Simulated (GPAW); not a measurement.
# GaP (F-43m): refractive index against wavelength

The refractive index of GaP (F-43m) below the direct gap (1.89 eV on the mesh) is read from one computed spectrum, n = √(Re ε).

Cell: a, b, c = 3.854, 3.854, 3.854 Å (primitive vectors), 2 atoms.

Method: GPAW 26.7.0, PBE, RPA, k-mesh 15×15×15, local fields up to 60 eV, Lorentzian half width 0.2 eV.

Launch of the response step: `OMP_NUM_THREADS=1 python df.py`. The run took 1.9 min, its band step included, on 1 thread of Arm Neoverse V1, with other jobs on the host.

| wavelength (nm) | photon energy E (eV) | n |
| --- | --- | --- |
| 3000 | 0.413 | 3.0854 |
| 2000 | 0.620 | 3.1029 |
| 1550 | 0.800 | 3.1247 |
| 1310 | 0.946 | 3.1473 |
| 1064 | 1.165 | ? |

In the single-oscillator model n² − 1 = E₀E_d/(E₀² − E²), so 1/(n² − 1) = E₀/E_d − E²/(E₀E_d) is linear in E².

Working, on the rows shown:

| x = E² (eV²) | y = 1/(n² − 1) |
| --- | --- |
| 0.170801 | 0.117375 |
| 0.384302 | 0.115902 |
| 0.639837 | 0.114106 |
| 0.895757 | 0.11229 |

Means: x̄ = 0.52267, ȳ = 0.11492. Σ(x − x̄)(y − ȳ) = -0.002076, Σ(x − x̄)² = 0.2959. Slope = -0.002076 / 0.2959 = -0.007017; intercept = ȳ − slope · x̄ = 0.11859. Turned back into n, the line misses the rows shown by at most 0.00015.

**Question.** What does the fit predict for the withheld row, and how well does it do?

**Answer.** At x = 1.3578 the line gives y = 0.10906, that is 3.1890. The run gave 3.1905, so the extrapolation is off by 0.0015, 1.5 % of the range in the table.

Refitted with all rows, the slope is -0.007109 and the intercept 0.11863. These give E₀ = √(intercept/−slope) = 4.09 eV and E_d = E₀/intercept = 34.4 eV; E₀ is 2.2 times the direct gap. The electronic limit at long wavelengths, without lattice vibrations, is n = √(1 + 1/intercept) = 3.071. Excitons are left out; PBE gaps are as a rule too small. The values come from a sum over the points of one k-mesh and carry its error, which grows as the direct gap shrinks. Spin-orbit coupling is left out.
